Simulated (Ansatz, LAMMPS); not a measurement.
# Relaxing glassy 68SiO2-14MgO-11ZnO-7BaO (mol %) (75 atoms)

Aim: bring glassy 68SiO2-14MgO-11ZnO-7BaO (mol %) (75 atoms) to a nearby minimum of the energy and see what moves.

Main program and level: Ansatz 0.2.0; Kohn-Sham DFT, revPBE, PAW (set soft_2), plane waves.

## 1. Set-up

The cell holds 75 atoms: 19 Si, 4 Mg, 3 Zn, 2 Ba and 47 O. Cell: a = 10.108 Å, b = 10.108 Å, c = 10.108 Å, α = 90.0°, β = 90.0°, γ = 90.0°. 75 atoms (19 Si, 4 Mg, 3 Zn, 2 Ba, 47 O) placed at random at 2.98 g/cm³, melted at 4000 K for 10 ps at fixed volume with the Morse and Coulomb pair potential with partial charges (Pedone, Malavasi, Menziani, Cormack and Segre, J. Phys. Chem. B 110, 11780 (2006)). Quenched from 4000 K to 300 K at 25 K/ps and fixed volume, held 5 ps, then minimised at fixed cell.

What the set-up can't give: The quench rate of 25 K/ps is many orders above laboratory rates, so the cell is likely richer in defects and strain than a real sample. The network of bonds at the start is that of the classical potential that made the cell. The Brillouin zone is sampled at Γ only, in a cell whose shortest periodic width is 10 Å. The levels lack spin–orbit coupling, which is large for the heavy elements here.

## 2. The classical run that made the cell

A classical potential supplies the starting structure, since it reaches far longer times than DFT.

This step: classical MD, Morse and Coulomb pair potential with partial charges (Pedone, Malavasi, Menziani, Cormack and Segre, J. Phys. Chem. B 110, 11780 (2006)) (LAMMPS 22 Jul 2025 - Update 4).

File in.lmp:

```
# melt-quench of Si19Mg4Zn3Ba2O47
units metal
atom_style charge
boundary p p p
region box block 0 10.1084 0 10.1084 0 10.1084
create_box 5 box
mass 1 28.0850   # Si
mass 2 24.3050   # Mg
mass 3 65.3800   # Zn
mass 4 137.3270   # Ba
mass 5 15.9990   # O
create_atoms 1 random 19 432044 NULL overlap 1.5 maxtry 2000
create_atoms 2 random 4 432051 NULL overlap 1.5 maxtry 2000
create_atoms 3 random 3 432058 NULL overlap 1.5 maxtry 2000
create_atoms 4 random 2 432065 NULL overlap 1.5 maxtry 2000
create_atoms 5 random 47 432072 NULL overlap 1.5 maxtry 2000
pair_style hybrid/overlay pedone 5.5 coul/long 8.0
pair_coeff * * coul/long
pair_coeff 1 5 pedone 0.340554 2.006700 2.100000 1   # Si-O
pair_coeff 2 5 pedone 0.038908 2.281000 2.586153 5   # Mg-O
pair_coeff 3 5 pedone 0.001221 3.150679 2.851850 1   # Zn-O
pair_coeff 4 5 pedone 0.065011 1.547596 3.393410 5   # Ba-O
pair_coeff 5 5 pedone 0.042395 1.379316 3.618701 22   # O-O
set type 1 charge 2.4
set type 2 charge 1.2
set type 3 charge 1.2
set type 4 charge 1.2
set type 5 charge -1.2
kspace_style pppm 1.0e-4
neigh_modify delay 0 every 1 check yes
thermo_style custom step time temp pe press density
thermo_modify norm yes
timestep 0.002
thermo 100
# [... 18 lines left out ...]
thermo 1250
fix md all nvt temp 300 300 0.2
run 2500 post no
unfix md
thermo 100
min_style cg
minimize 0 1e-3 2000 20000
write_dump all custom glass.dump id type xs ys zs modify sort id
```

Started as:

```
$ lmp -in in.lmp -log none -nocite
```

Numbers of over 12 decimals in the logs are rounded to 6 here.

What it wrote:

```text
LAMMPS (22 Jul 2025 - Update 4)
Created orthogonal box = (0 0 0) to (10.1084 10.1084 10.1084)
Created 19 atoms
Created 4 atoms
Created 3 atoms
Created 2 atoms
Created 47 atoms
PPPM initialization ...
  G vector (1/distance) = 0.38925777
  grid = 12 12 12
  estimated relative force accuracy = 4.192742e-05
   Step          Time           Temp          PotEng         Press         Density
         0   0              0             -1.1226083      696802.24      2.9799818
        88   0.176          0             -15.191327     -20075.511      2.9799818
Loop time of 0.0544051 s on 1 MPI rank(s) for 88 steps with 75 atoms
Minimization stats:
  Stopping criterion = energy tolerance
  Energy initial, next-to-last, final =
     -1.12260830478612  -15.1898471393353  -15.1913270806272
  Force two-norm initial, final = 280.11719 1.9330897
  Iterations, force evaluations = 88 118
   Step          Time           Temp          PotEng         Press         Density
         0   0              4000          -15.191327      19491.04       2.9799818
       500   1              2282.4838     -14.98505       37567.731      2.9799818
      1000   2              1910.1671     -15.026265      23103.39       2.9799818
Loop time of 0.340256 s on 1 MPI rank(s) for 1000 steps with 75 atoms
[... 3 lines left out ...]
      2499   4.998          3901.4559     -14.657178      5743.6528      2.9799818
      3332   6.664          3534.56       -14.7399       -6591.9918      2.9799818
      4165   8.33           4327.8996     -14.716331      66821.216      2.9799818
      4998   9.996          3730.0665     -14.637379      100594.62      2.9799818
      5831   11.662         3529.2623     -14.715117      606.11508      2.9799818
[... 1 line left out ...]
Loop time of 1.5511 s on 1 MPI rank(s) for 5000 steps with 75 atoms
   Step          Time           Temp          PotEng         Press         Density
[... 12 lines left out ...]
Loop time of 23.3367 s on 1 MPI rank(s) for 74000 steps with 75 atoms
   Step          Time           Temp          PotEng         Press         Density
[... 1 line left out ...]
     81250   162.5          322.18142     -15.353489      1303.3277      2.9799818
     82500   165            340.7837      -15.347556     -10909.45       2.9799818
Loop time of 0.688541 s on 1 MPI rank(s) for 2500 steps with 75 atoms
   Step          Time           Temp          PotEng         Press         Density
     82500   165            340.7837      -15.347556     -10909.45       2.9799818
     82517   165.034        340.7837      -15.388447     -3325.2444      2.9799818
Loop time of 0.0212435 s on 1 MPI rank(s) for 17 steps with 75 atoms
Minimization stats:
  Stopping criterion = linesearch alpha is zero
  Energy initial, next-to-last, final =
     -15.3475562753901  -15.3884474973913  -15.3884474973913
  Force two-norm initial, final = 11.5898 0.39606019
  Iterations, force evaluations = 17 67
```

Wall time 26 s (1 thread of Intel Xeon Platinum 8488C (Sapphire Rapids), shared host); peak memory 0.069 GiB.

## 3. Single point at the start

The forces at the start show how far the geometry lies from a minimum of this functional.

File input.yaml:

```yaml
crystal:
  lattice:
    - [10.1084, 0.0, 0.0]
    - [0.0, 10.1084, 0.0]
    - [0.0, 0.0, 10.1084]
  atoms:
    - { symbol: Si, position: [0.27594, 0.32888, 0.65238] }
    - { symbol: Si, position: [0.2894, 0.90481, 0.64454] }
    - { symbol: Si, position: [0.17283, 0.62327, 0.63268] }
    - { symbol: Si, position: [0.25794, 0.75394, 0.07584] }
    - { symbol: Si, position: [0.56863, 0.98989, 0.71779] }
    - { symbol: Si, position: [0.8083, 0.70997, 0.87766] }
    - { symbol: Si, position: [0.70713, 0.3077, 0.07152] }
    - { symbol: Si, position: [0.33244, 0.13024, 0.24994] }
    - { symbol: Si, position: [0.56732, 0.93806, 0.29865] }
    - { symbol: Si, position: [0.85806, 0.89485, 0.64651] }
    - { symbol: Si, position: [0.56546, 0.27267, 0.60946] }
    - { symbol: Si, position: [0.3948, 0.42751, 0.25893] }
    - { symbol: Si, position: [0.72769, 0.52366, 0.63387] }
    - { symbol: Si, position: [0.06284, 0.5745, 0.91516] }
    - { symbol: Si, position: [0.60681, 0.64055, 0.37596] }
    - { symbol: Si, position: [0.16093, 0.60061, 0.32135] }
    - { symbol: Si, position: [0.96695, 0.27849, 0.90887] }
    - { symbol: Si, position: [0.7402, 0.18426, 0.36688] }
    - { symbol: Si, position: [0.55688, 0.85523, 0.00264] }
    - { symbol: Mg, position: [0.38996, 0.27322, 0.98269] }
    - { symbol: Mg, position: [0.08533, 0.10558, 0.73216] }
    - { symbol: Mg, position: [0.08564, 0.09528, 0.46326] }
    - { symbol: Mg, position: [0.90831, 0.63018, 0.42977] }
    - { symbol: Zn, position: [0.85249, 0.57634, 0.15411] }
    - { symbol: Zn, position: [0.21869, 0.03971, 0.95774] }
    - { symbol: Zn, position: [0.94608, 0.30227, 0.56881] }
    - { symbol: Ba, position: [0.48456, 0.53444, 0.87921] }
    - { symbol: Ba, position: [0.9644, 0.02588, 0.16159] }
    - { symbol: O, position: [0.1264, 0.63424, 0.47864] }
    - { symbol: O, position: [0.74785, 0.63541, 0.30545] }
    - { symbol: O, position: [0.85432, 0.47689, 0.55372] }
    - { symbol: O, position: [0.50723, 0.52696, 0.31937] }
    - { symbol: O, position: [0.84566, 0.24913, 0.00753] }
    - { symbol: O, position: [0.19056, 0.63901, 0.98078] }
    - { symbol: O, position: [0.3324, 0.12063, 0.08925] }
    - { symbol: O, position: [0.43293, 0.01864, 0.30549] }
    - { symbol: O, position: [0.06504, 0.15533, 0.92528] }
    - { symbol: O, position: [0.556, 0.7907, 0.35461] }
    - { symbol: O, position: [0.17236, 0.88083, 0.05529] }
    - { symbol: O, position: [0.72635, 0.46283, 0.06638] }
    - { symbol: O, position: [0.38345, 0.44212, 0.10295] }
    - { symbol: O, position: [0.95093, 0.01737, 0.6276] }
    - { symbol: O, position: [0.70305, 0.93369, 0.65775] }
    - { symbol: O, position: [0.14756, 0.25037, 0.60048] }
    - { symbol: O, position: [0.63561, 0.60699, 0.53116] }
    - { symbol: O, position: [0.5829, 0.26598, 0.99353] }
    - { symbol: O, position: [0.87316, 0.83267, 0.80165] }
    - { symbol: O, position: [0.25378, 0.48693, 0.64133] }
    - { symbol: O, position: [0.23827, 0.98549, 0.77351] }
    - { symbol: O, position: [0.65395, 0.24883, 0.48076] }
    - { symbol: O, position: [0.92518, 0.64837, 0.96942] }
    - { symbol: O, position: [0.89374, 0.19202, 0.40685] }
    - { symbol: O, position: [0.41235, 0.29634, 0.57891] }
    - { symbol: O, position: [0.25554, 0.47624, 0.32385] }
    - { symbol: O, position: [0.18398, 0.12674, 0.29569] }
    - { symbol: O, position: [0.68996, 0.02968, 0.35017] }
    - { symbol: O, position: [0.20686, 0.95472, 0.52624] }
    - { symbol: O, position: [0.88344, 0.78297, 0.54388] }
    - { symbol: O, position: [0.24012, 0.70508, 0.22775] }
    - { symbol: O, position: [0.54896, 0.94197, 0.87074] }
    - { symbol: O, position: [0.30594, 0.30265, 0.8059] }
    - { symbol: O, position: [0.41389, 0.77914, 0.02863] }
    - { symbol: O, position: [0.07017, 0.60522, 0.75664] }
    - { symbol: O, position: [0.40463, 0.27165, 0.2832] }
    - { symbol: O, position: [0.62804, 0.40406, 0.67715] }
    - { symbol: O, position: [0.67763, 0.75192, 0.9609] }
    - { symbol: O, position: [0.44523, 0.93151, 0.63798] }
    - { symbol: O, position: [0.01771, 0.5819, 0.25912] }
    - { symbol: O, position: [0.92322, 0.28206, 0.75978] }
    - { symbol: O, position: [0.75788, 0.60644, 0.7668] }
    - { symbol: O, position: [0.0357, 0.42148, 0.94136] }
    - { symbol: O, position: [0.71581, 0.25134, 0.2243] }
    - { symbol: O, position: [0.57259, 0.1453, 0.69929] }
    - { symbol: O, position: [0.59873, 0.92046, 0.13782] }
    - { symbol: O, position: [0.26425, 0.74668, 0.6673] }
kpoints:
  mp_grid: { grid: [1, 1, 1] }
hamiltonian:
  xc: revpbe
scf:
  occupations: { method: fixed }
output:
  forces: true
  stress: true
  populations: true
  dos:
    method: { smearing: { sigma: 0.08 } }
    de: 0.1
    projected: { site_lists: { Ba: [Ba], Mg: [Mg], O: [O], Si: [Si], Zn: [Zn] } }
  eigenvalues: true
```

Started as:

```
$ ansatz run input.yaml --threads 4 --pin off --max-ram 8192MiB --backend cpu --events-out ev --progress --plain --runs-dir out
```

What it wrote:

```text
Engine: ansatz 0.2.0, x86_64-unknown-linux-gnu
Pseudopotentials: kind: paw
Pseudopotential: Si, paw, valence charge 4, recommended cutoff 420 eV (normal), Si.paw.azcp
Pseudopotential: Mg, paw, valence charge 10, recommended cutoff 420 eV (normal), Mg.paw.azcp
Pseudopotential: Zn, paw, valence charge 12, recommended cutoff 420 eV (normal), Zn.paw.azcp
Pseudopotential: Ba, paw, valence charge 10, recommended cutoff 420 eV (normal), Ba.paw.azcp
Pseudopotential: O, paw, valence charge 6, recommended cutoff 420 eV (normal), O.paw.azcp
Functional definition: revPBE
  parameter kappa = 1.245
  parameter beta = 0.066725
  exchange = pbe_x(kappa = kappa, mu = beta*pi^2/3)
  correlation = pbe_c(beta = beta)
Crystal: 75 atoms, lattice volume = 1032.874 Å³
Basis set: ecut = 420 eV, 20197 PW (Γ), exchange–correlation on 144×144×144 points (8 copies of the dense FFT grid, shifted against one another)
Bands: 302, of which v1, the nominal top of the filled ones, is band 227 counted from 1 (226 counted from 0)
Symmetry: 1 space group operations
Space group: P1 (ITA 1), of the structure as read, at distance tolerance 1.0e-4 Å
k-points: 1
Non-local potential: Si, projectors of the file, l = 0: 2, l = 1: 2, l = 2: 2
Non-local potential: Mg, projectors of the file, l = 0: 3, l = 1: 2, l = 2: 1
Non-local potential: Zn, projectors of the file, l = 0: 2, l = 1: 2, l = 2: 3, l = 3: 1
Non-local potential: Ba, projectors of the file, l = 0: 3, l = 1: 2, l = 2: 2, l = 3: 2
Non-local potential: O, projectors of the file, l = 0: 2, l = 1: 2, l = 2: 1
PAW form: soft (Blöchl's): semilocal exchange-correlation on the pseudo side does not see the compensation charge
PAW frozen core: Si, regenerated for the run's functional, and the local potential with it (the file was generated under x = pbe(κ = 0.804, μ = 0.219515), c = pbe(β = 0.066725))
PAW frozen core: Mg, regenerated for the run's functional, and the local potential with it (the file was generated under x = pbe(κ = 0.804, μ = 0.219515), c = pbe(β = 0.066725))
PAW frozen core: Zn, regenerated for the run's functional, and the local potential with it (the file was generated under x = pbe(κ = 0.804, μ = 0.219515), c = pbe(β = 0.066725))
PAW frozen core: Ba, regenerated for the run's functional, and the local potential with it (the file was generated under x = pbe(κ = 0.804, μ = 0.219515), c = pbe(β = 0.066725))
PAW frozen core: O, regenerated for the run's functional, and the local potential with it (the file was generated under x = pbe(κ = 0.804, μ = 0.219515), c = pbe(β = 0.066725))
PAW one-centre angular grid: Si, 110 points (default); XC on 64 Gauss nodes
PAW one-centre angular grid: Mg, 110 points (default); XC on 64 Gauss nodes
PAW one-centre angular grid: Zn, 590 points (default); XC on 64 Gauss nodes
PAW one-centre angular grid: Ba, 194 points (default); XC on 64 Gauss nodes
PAW one-centre angular grid: O, 110 points (default); XC on 64 Gauss nodes
Initial density: superposition of atomic densities (neutral atoms: chi_scale 0, normalization atom), corrected by the library's trained network
Initial wavefunctions: pseudopotential atomic-orbital guess
Functional: x = revpbe(κ = 1.245, μ = 0.219515), c = pbe(β = 0.066725)
SCF iter   1: F=—  HF=-68512.110140 eV  |F-HF|=—  |Δ(HF+E_count)|=         —  Δρ=3.66e-3  dr2=1.73e-1  ethr=1.77e-3  ⟨swp⟩=5.0  Hψ=1152  notcnv=0  defer=73
preconditioner: auto → Resta (q_TF=auto, 2.379 Å⁻¹)  ε∞=3.3  [insulator: Δε(μ)=3.388 eV  Ē_g=15.458 eV  n_scr=250 (ndim 8)  ℏωp=23.6 eV  f_vac=0.150  ε∞_Penn≈3.3]
SCF iter   2: F=—  HF=-68512.091727 eV  |F-HF|=—  |Δ(HF+E_count)|=   1.84e-2  Δρ=1.85e-3  dr2=3.29e-2  ethr=3.82e-5  ⟨swp⟩=2.0  Hψ=573  notcnv=0  defer=73
SCF iter   3: F=—  HF=-68512.093039 eV  |F-HF|=—  |Δ(HF+E_count)|=   1.31e-3  Δρ=7.35e-4  dr2=9.14e-3  ethr=7.25e-6  ⟨swp⟩=3.0  Hψ=356  notcnv=0  defer=73
SCF iter   4: F=—  HF=-68512.093551 eV  |F-HF|=—  |Δ(HF+E_count)|=   5.12e-4  Δρ=2.87e-4  dr2=7.75e-4  ethr=2.01e-6  ⟨swp⟩=2.0  Hψ=396  notcnv=0  defer=73
SCF iter   5: F=—  HF=-68512.093726 eV  |F-HF|=—  |Δ(HF+E_count)|=   1.75e-4  Δρ=1.40e-4  dr2=2.22e-4  ethr=1.71e-7  ⟨swp⟩=2.0  Hψ=410  notcnv=0  defer=73
SCF iter   6: F=—  HF=-68512.093837 eV  |F-HF|=—  |Δ(HF+E_count)|=   1.11e-4  Δρ=6.28e-5  dr2=4.44e-5  ethr=4.90e-8  ⟨swp⟩=2.0  Hψ=398  notcnv=0  defer=73
SCF iter   7: F=—  HF=-68512.095206 eV  |F-HF|=—  |Δ(HF+E_count)|=   1.37e-3  Δρ=2.29e-5  dr2=6.00e-6  ethr=9.78e-9  ⟨swp⟩=2.0  Hψ=530  notcnv=0  defer=71
SCF iter   8: F=—  HF=-68512.095212 eV  |F-HF|=—  |Δ(HF+E_count)|=   6.76e-6  Δρ=9.24e-6  dr2=9.26e-7  ethr=1.32e-9  ⟨swp⟩=2.0  Hψ=461  notcnv=0  defer=73
SCF iter   9: F=—  HF=-68512.095214 eV  |F-HF|=—  |Δ(HF+E_count)|=   1.81e-6  Δρ=4.59e-6  dr2=1.62e-7  ethr=2.04e-10  ⟨swp⟩=2.0  Hψ=413  notcnv=0  defer=73
SCF iter  10: F=-68512.095214 eV  HF=-68512.095214 eV  |F-HF|=1.26e-8  |Δ(HF+E_count)|=   5.41e-8  Δρ=1.92e-6  dr2=3.24e-8  ethr=2.20e-11  ⟨swp⟩=18.0  Hψ=2181  notcnv=0
SCF 1 converged in 10 iterations: F = -68512.095214 eV  dr2 = 3.24e-8
  greatest PAW one-centre occupation: 1.000 electrons in one spin orbital (limit 2), on the Mg atom at site 20 (counted from 0), in its partial waves of l = 0
SCF converged after 10 iterations
Free energy (F): -68512.095214 eV
Harris-Foulkes:  -68512.095214 eV  (|F-HF|=1.26e-8)
Internal energy: -68512.095214 eV  (E = F + TS)
E sigma→0 (E₀):  -68512.095214 eV
Fermi energy:    4.456147 eV
--- Per-component energies (eV) ---
  E_band       = -2853.775099
  E_kinetic    = 10308.633069
  E_local      = -39632.216819  (includes V_loc(G=0)·N_el)
  E_nonlocal   = 5038.375090
  E_hartree    = 15266.830134
  E_xc         = -5441.001606
  E_vxc        = -5952.035508  (∫ρ·V_xc dr)
  E_paw        = -34456.880188  (= ΣΔE_a)
  E_vpaw       = -3150.307791  (= ΣTr[D̂ρ^β])
  E_aug_tail   = 0.118723  (compensation charges beyond the density's cutoff)
  E_ewald      = -19594.551550
  E_core_change = -1.402068  (= ΣΔE_core)
  E_smearing   = -0.000000  (= −TS)
  E_closure    = -0.000000  (closes the sum)
  Σ components = -68512.095214   (vs F -68512.095214, Δ=0.00e0)
--- Forces (eV/Å), atoms counted from 1 ---
  atom   1  Si     0.30984680     0.33158991     1.60102801
  atom   2  Si    -0.84785767     0.54731637     0.79695478
  atom   3  Si     0.30778044    -0.20179811     0.78389616
  atom   4  Si    -0.16665022    -0.53679530     0.35020695
  atom   5  Si     0.27928505    -1.00652148    -0.19054635
  atom   6  Si    -0.15100332     1.16716088    -1.94244699
  atom   7  Si     0.87893530     0.38991028     0.54131823
  atom   8  Si     0.65584890     0.78914821    -0.88322737
  atom   9  Si     0.18235787     0.40204512    -1.08058760
  atom  10  Si    -0.44834429    -1.01277947     0.88653729
  atom  11  Si    -0.16376260    -0.08155707    -0.50024587
  atom  12  Si    -0.28665994     0.78592526    -0.75569726
  atom  13  Si    -0.26461780     0.17197709    -1.12901920
  atom  14  Si    -0.16825197    -0.07820155    -1.52212550
[...]
atom  74  O      0.99343789     0.70881035     0.52157373
  atom  75  O      1.01012685    -0.64513110     0.49175503
  max |Σ_I F_I| component: 1.44e-4 eV/Å
--- Stress (GPa, compression-positive) ---
        6.325035      -1.540957      -0.434220
       -1.540955       8.013298       0.024409
       -0.434222       0.024410       6.349228
  P = ⅓ Tr σ = 6.8959 GPa (68.959 kbar)
--- Band table (eV) ---
  k-point 0: bands = ["-69.6764", "-69.2582", "-69.1213", "-68.8579", [... 286 levels ...], "13.4402", "13.5045", "13.5741", "13.6177", "13.6465", "13.6880", "13.7593", "13.8101", "13.8200", "13.9018", "13.9147", "14.0061"]
--- Löwdin populations: 75 sites ---
  site symbol       q [e]
     0     Si      2.2840
     1     Si      2.2738
     2     Si      2.2077
[...]
74      O      6.8226
  spilling = 0.012155 (of n_electrons = 454.000000)
```

The job ended after 8.9 s (4 threads of Intel Xeon Platinum 8488C (Sapphire Rapids), shared host; peak memory 1.4 GiB; 31 s of CPU time).

The column dr2 measures how far the density is from self-consistency, as an energy; F and HF (Harris–Foulkes) agree once it is small.

Read from the output:

```
free energy                                      : -68512.0952 eV
free energy per atom                             : -913.4946 eV/atom
SCF cycles                                       : 10
pressure                                         : 6.896 GPa
r.m.s. force component                           : 0.875 eV/Å
longest force                                    : 2.962 eV/Å
Fermi energy                                     : 4.456 eV
gap (highest filled to lowest empty level) : 3.23 eV
spilling of the projection                       : 0.01215
```

The r.m.s. force component of 0.88 eV/Å and the pressure of 6.9 GPa set the starting point.

Length of the force by element:

| element | coordination | atoms | mean length of the force (eV/Å) | spread | least | most |
| --- | --- | --- | --- | --- | --- | --- |
| Ba | all | 2 | 0.741 | 0.102 | 0.639 | 0.842 |
| Mg | all | 4 | 0.846 | 0.308 | 0.375 | 1.24 |
| O | all | 47 | 1.58 | 0.583 | 0.429 | 2.96 |
| Si | all | 19 | 1.19 | 0.381 | 0.533 | 2.27 |
| Zn | all | 3 | 1.25 | 0.0338 | 1.20 | 1.29 |

[end of part 1 of 3]

[Logs are printed without paths, hosts, clocks, repeated set-up lines and the standing remarks that a program may print on its own settings, such as how far it seeks lower states.]

[Hosts, paths, dates, database ids (printed as entryN), source tags and the programs' standing remarks are cut or masked in the printed files.]
